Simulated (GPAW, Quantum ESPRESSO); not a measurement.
# Ga K-edge XANES of GaN (P6_3mc), part 2 of 6

Do two independent programs agree on the Ga K edge of GaN (P6_3mc)? The same cell and functional are run with XSpectra and with GPAW.

Quantum ESPRESSO 7.5 and GPAW 26.7.0; core-hole supercells, plane-wave PAW LDA.

So far. Step 2 (The field without a hole (Quantum ESPRESSO)): The mesh shows a gap of 1.98 eV, so the hole is first treated in a charged cell, without the excited electron. Step 3 (Spectrum without a core hole, Ga atom 1 (Quantum …): Main maxima below 30 eV (height): 8.8 eV (1.62) and 19.6 eV (1.29). A K edge sees empty p states on the absorber.

The database entry behind the starting cell differs from later determinations by our own check (about 0.3 % short, ideal inner coordinate), so it need not match the best structure at ambient conditions.

## 5. The atom with a core hole (Quantum ESPRESSO)

Level of this step: all-electron atom with a core hole and its PAW potential, LDA, scalar-relativistic (Quantum ESPRESSO).

The frozen core must hold the hole, so the absorber gets a data set of its own.

Input file Ga.lda-dnl-kjpaw-1sch.ld1.in:

```
&input
   title='Ga', zed=31., rel=1, iswitch=3, dft='PZ',
   config='1s1 2s2 2p6 3s2 3p6 4s2 4p2 3d10'
/
&inputp
   file_pseudopw='Ga.lda-dnl-kjpaw-1sch.UPF', author='',
   lpaw=.true.,
   pseudotype=3,
   lloc=-1,
   rcloc=1.9,
   which_augfun='PSQ',
   rmatch_augfun_nc=.true.,
   nlcc=.true.,
   new_core_ps=.true.,
   rcore=1.1,
   tm=.true.,
   zval=14,
   lgipaw_reconstruction=.true., use_paw_as_gipaw=.true.
/
6
4S  1  0  2.00  0.00  1.17  2.20  0.0
4S  1  0  0.00  6.10  1.17  2.20  0.0
4P  2  1  2.00  0.00  1.17  2.20  0.0
4P  2  1  0.00  6.30  1.17  2.20  0.0
3D  3  2  10.00  0.00  1.17  1.70  0.0
3D  3  2  0.00  -1.30  1.17  1.70  0.0
```

Run with:

```console
ld1.x < Ga.lda-dnl-kjpaw-1sch.ld1.in > Ga.lda-dnl-kjpaw-1sch.ld1.out
```

The program printed:

```text
     [... banner and references ...]
PAW data will be used for GIPAW calculation
     --------------------------- All-electron run ----------------------------

     Ga
     scalar relativistic calculation

     atomic number is 31.00
     dft =PZ   lsd =0 sic =0 latt =0  beta=0.20 tr2=1.0E-14
     Exchange-correlation= PZ
                           (   1   1   0   0   0   0   0)
     mesh =1205 r(mesh) = 101.09016 a.u. xmin = -7.00 dx = 0.01250
     1 Ry =  13.60569312 eV, c = 137.03599908

     n l     nl                  e(Ry)          e(Ha)          e(eV)
     1 0     1S 1( 1.00)      -777.2337      -388.6169    -10574.8037
     2 0     2S 1( 2.00)       -98.5362       -49.2681     -1340.6535
     2 1     2P 1( 6.00)       -87.8098       -43.9049     -1194.7139
[...]
3 2     3D 1(10.00)        -2.2079        -1.1040       -30.0403

     final scf error:  5.5E-15 reached in  30 iterations

     Etot =   -3118.764040 Ry,   -1559.382020 Ha,  -42432.946456 eV

     Ekin =    3161.651239 Ry,    1580.825619 Ha,   43016.456518 eV
     Encl =   -7711.867485 Ry,   -3855.933743 Ha, -104925.302408 eV
     Eh   =    1560.022266 Ry,     780.011133 Ha,   21225.184216 eV
     Exc  =    -128.570060 Ry,     -64.285030 Ha,   -1749.284781 eV

     normalization and overlap integrals

     s(1S/1S) =  1.000000  <r> =   0.0482  <r2> =    0.0031  r(max) =   0.0315
     s(1S/2S) = -0.004798
     s(1S/3S) = -0.001808
     s(1S/4S) = -0.000517
     s(2S/2S) =  1.000000  <r> =   0.2132  <r2> =    0.0536  r(max) =   0.1788
[...]
s(2P/2P) =  1.000000  <r> =   0.1845  <r2> =    0.0417  r(max) =   0.1410
     s(2P/3P) = -0.000877
     s(2P/4P) = -0.000182
     s(3S/3S) =  1.000000  <r> =   0.6331  <r2> =    0.4627  r(max) =   0.5507
[...]
Encl =   -7711.867485 Ry,   -3855.933743 Ha, -104925.302408 eV
     Eh   =    1560.022266 Ry,     780.011133 Ha,   21225.184216 eV
     Exc  =    -128.570060 Ry,     -64.285030 Ha,   -1749.284781 eV

     normalization and overlap integrals

[...]
s(2S/4S) = -0.000301
     s(2P/2P) =  1.000000  <r> =   0.1845  <r2> =    0.0417  r(max) =   0.1410
     s(2P/3P) = -0.000877
     s(2P/4P) = -0.000182
     s(3S/3S) =  1.000000  <r> =   0.6331  <r2> =    0.4627  r(max) =   0.5507
     s(3S/4S) = -0.000178
     s(3P/3P) =  1.000000  <r> =   0.6493  <r2> =    0.4967  r(max) =   0.5439
     s(3P/4P) = -0.000115
     s(4S/4S) =  1.000000  <r> =   2.1327  <r2> =    5.2672  r(max) =   1.7612
     s(4P/4P) =  1.000000  <r> =   2.8738  <r2> =    9.8630  r(max) =   2.2056
     s(3D/3D) =  1.000000  <r> =   0.7343  <r2> =    0.6926  r(max) =   0.4983

     ------------------------ End of All-electron run ------------------------

     ---------------------- Testing the pseudopotential ----------------------

     Ga
     scalar relativistic calculation

     atomic number is 31.00   valence charge is 14.00
     dft = SLA  PZ   NOGX NOGC   lsd =0 sic =0 latt =0  beta=0.20 tr2=1.0E-14
     mesh =1205 r(mesh) = 101.09016 xmin = -7.00 dx = 0.01250

     n l     nl             e AE (Ry)        e PS (Ry)    De AE-PS (Ry)
     1 0     4S   1( 2.00)       -0.85849       -0.85850        0.00000
     2 1     4P   1( 2.00)       -0.30056       -0.30056        0.00000
     3 2     3D   1(10.00)       -2.20792       -2.20792        0.00000

     eps = 9.0E-15  iter =  3

     Etot =   -3118.764040 Ry,   -1559.382020 Ha,  -42432.946456 eV
     Etotps =  -285.386256 Ry,    -142.693128 Ha,   -3882.877822 eV

     Ekin =     316.443829 Ry,     158.221914 Ha,    4305.437627 eV
     Encl =    -644.261157 Ry,    -322.130579 Ha,   -8765.619598 eV
     Ehrt =     171.001131 Ry,      85.500565 Ha,    2326.588905 eV
     Ecxc =    -128.570058 Ry,     -64.285029 Ha,   -1749.284756 eV
     (Ecc =     -13.476066 Ry,      -6.738033 Ha,    -183.351216 eV)

     ---------------------- End of pseudopotential test ----------------------
```

The job ended after 0.75 s (1 MPI rank of Arm Neoverse V1, shared host; peak memory 0.13 GiB).

Removing the core electron and adding it to the valence shell costs the free atom 10387.6 eV.

## 6. Supercell with FCH, Ga atom 1 (Quantum ESPRESSO)

The holes are 7.6 Å apart. The excited electron is left out and a uniform background balances the charge.

Input file scf.in:

```
&control
   calculation='scf', prefix='x', pseudo_dir='../pp', outdir='tmp', tprnfor=.true.
/
&system
   ibrav=0, nat=32, ntyp=3, nbnd=148
   ecutwfc=62, ecutrho=370
   occupations='fixed'
   tot_charge=1
/
&electrons
   conv_thr=3.2e-07, electron_maxstep=120
   mixing_beta=0.5
/
ATOMIC_SPECIES
Ga0 1.0 Ga.lda-dnl-kjpaw-1sch.UPF
Ga 1.0 Ga.lda-dnl-kjpaw.UPF
N 1.0 N.lda-n-kjpaw.UPF
CELL_PARAMETERS angstrom
  -4.77000000 2.75396078 5.16600000
  4.77000000 -2.75396078 5.16600000
  3.18000000 5.50792157 -5.16600000
ATOMIC_POSITIONS crystal
Ga0  0.29166667 0.45833333 0.25000000
Ga   0.79166667 0.95833333 0.25000000
Ga   0.16666667 0.83333333 0.50000000
Ga   0.66666667 0.33333333 0.50000000
Ga   0.54166667 0.70833333 0.75000000
Ga   0.04166667 0.20833333 0.75000000
Ga   0.91666667 0.58333333 0.00000000
Ga   0.41666667 0.08333333 0.00000000
Ga   0.20833333 0.04166667 0.25000000
Ga   0.70833333 0.54166667 0.25000000
Ga   0.08333333 0.41666667 0.50000000
Ga   0.58333333 0.91666667 0.50000000
Ga   0.45833333 0.29166667 0.75000000
Ga   0.95833333 0.79166667 0.75000000
Ga   0.83333333 0.16666667 0.00000000
Ga   0.33333333 0.66666667 0.00000000
N    0.47916667 0.64583333 0.25000000
N    0.97916667 0.14583333 0.25000000
N    0.35416667 0.02083333 0.50000000
N    0.85416667 0.52083333 0.50000000
N    0.72916667 0.89583333 0.75000000
N    0.22916667 0.39583333 0.75000000
N    0.10416667 0.77083333 0.00000000
N    0.60416667 0.27083333 0.00000000
N    0.39583333 0.22916667 0.25000000
N    0.89583333 0.72916667 0.25000000
N    0.27083333 0.60416667 0.50000000
N    0.77083333 0.10416667 0.50000000
N    0.64583333 0.47916667 0.75000000
N    0.14583333 0.97916667 0.75000000
N    0.02083333 0.35416667 0.00000000
N    0.52083333 0.85416667 0.00000000
K_POINTS automatic
3 3 3 0 0 0
```

Run with:

```console
OMP_NUM_THREADS=1 mpirun --oversubscribe --bind-to none -np 4 pw.x -nk 4 -in scf.in > scf.out
```

The program printed:

```text
     [... banner and references ...]
[banner, memory and clock lines left out]
using ibrav=0 with symmetry is DISCOURAGED, use correct ibrav instead

     G-vector sticks info

     bravais-lattice index     =            0
     lattice parameter (alat)  =      14.2702  a.u.
     unit-cell volume          =    2442.4510 (a.u.)^3
     number of atoms/cell      =           32
     number of atomic types    =            3
     number of electrons       =       288.00
     number of Kohn-Sham states=          148
     kinetic-energy cutoff     =      62.0000  Ry
     charge density cutoff     =     370.0000  Ry
     scf convergence threshold =      3.2E-07
     mixing beta               =       0.5000
     number of iterations used =            8  plain     mixing
     Exchange-correlation= SLA  PZ   NOGX NOGC
                           (   1   1   0   0   0   0   0)

     celldm(1)=  14.270217  celldm(2)=   0.000000  celldm(3)=   0.000000
     celldm(4)=   0.000000  celldm(5)=   0.000000  celldm(6)=   0.000000

     crystal axes: (cart. coord. in units of alat)
               a(1) = (  -0.631665   0.364692   0.684105 )
               a(2) = (   0.631665  -0.364692   0.684105 )
               a(3) = (   0.421110   0.729384  -0.684105 )

     reciprocal axes: (cart. coord. in units 2 pi/alat)
               b(1) = ( -0.296835  0.856888  0.730882 )
               b(2) = (  0.890504  0.171378  0.730882 )
               b(3) = (  0.593669  1.028265  0.000000 )

     PseudoPot. #1 for Ga:     Pseudo is Projector augmented-wave + core cor, Zval = 14.0

     PseudoPot. #2 for Ga:     Pseudo is Projector augmented-wave + core cor, Zval = 13.0

     ../pp/N.lda-n-kjpaw.UPF
[...]
total energy              =   -4812.45534769 Ry
     estimated scf accuracy    <       0.00000106 Ry

     iteration # 10     ecut=    62.00 Ry     beta= 0.50
     Davidson diagonalization with overlap
     ethr =  3.69E-10,  avg # of iterations =  4.0

     End of self-consistent calculation

          k = 0.0000 0.0000 0.0000 ( 20133 PWs)   bands (ev):

   -15.5047 -15.5027 -15.5025 -15.4374 -15.4374  -6.6441  -5.6868  -5.5195
    -5.5161  -5.4982  -5.3399  -5.3216  -5.3134  -5.3078  -5.2877  -5.2674
    -5.2581  -5.2541  -5.2072  -5.2066  -5.2007  -3.8959  -3.8955  -3.8832
[...]
7.4950   7.5969   7.6265   7.6600   7.7141   7.7481   7.8023   7.8123
     7.8160   7.8617   8.4705   8.4977   8.5818   9.4993   9.5685   9.5727
    11.4278  13.4415  14.2129  14.3545

     [... bands of 9 further k-points ...]

     highest occupied, lowest unoccupied level (ev):     9.5727   11.4278

!    total energy              =   -4812.45534763 Ry
     total all-electron energy =    -63099.304258 Ry
     estimated scf accuracy    <       0.00000019 Ry

     The total energy is the sum of the following terms:
     one-electron contribution =   -1468.56767270 Ry
     hartree contribution      =    1032.09033525 Ry
     xc contribution           =    -779.58562190 Ry
     ewald contribution        =   -1887.25610748 Ry
     one-center paw contrib.   =   -1709.13628080 Ry

     convergence has been achieved in  10 iterations

     Forces acting on atoms (cartesian axes, Ry/au):

     atom    1 type  1   force =    -0.00009539    0.00005507   -0.00597400
     atom    2 type  2   force =    -0.00288593    0.00166619    0.00102664
     atom    3 type  2   force =     0.02141438   -0.01236341    0.00386673
[...]
atom   31 type  3   force =    -0.00080164    0.05046611    0.02240888
     atom   32 type  3   force =     0.00415976   -0.00056382   -0.00081187

     Total force =     0.143626     Total SCF correction =     0.001308

     XML data file, charge density, pseudopotentials, collected wavefunctions
```

It took 7.8 min on 4 MPI ranks; peak memory 0.81 GiB.

Energy with the hole: -858509.770 eV, cores included.

[end of part 2 of 6]

[Banner, clock and machine lines of the logs are left out without a mark of their own.]

[Logs are printed without paths, hosts, clocks, repeated set-up lines and the standing remarks that a program may print on its own settings, such as how far it seeks lower states.]

[Hosts, paths, dates, database ids (printed as entryN), source tags and the programs' standing remarks are cut or masked in the printed files.]

[Lists of maxima count a maximum above −3 eV only where it reaches 4 % of the highest in the window and stands out from its surroundings by 2 % of it (1.5 % where it reaches 55 %); shoulders and weaker maxima are passed over, and of the rest the first, up to two pre-edge ones and the few strongest are named.]
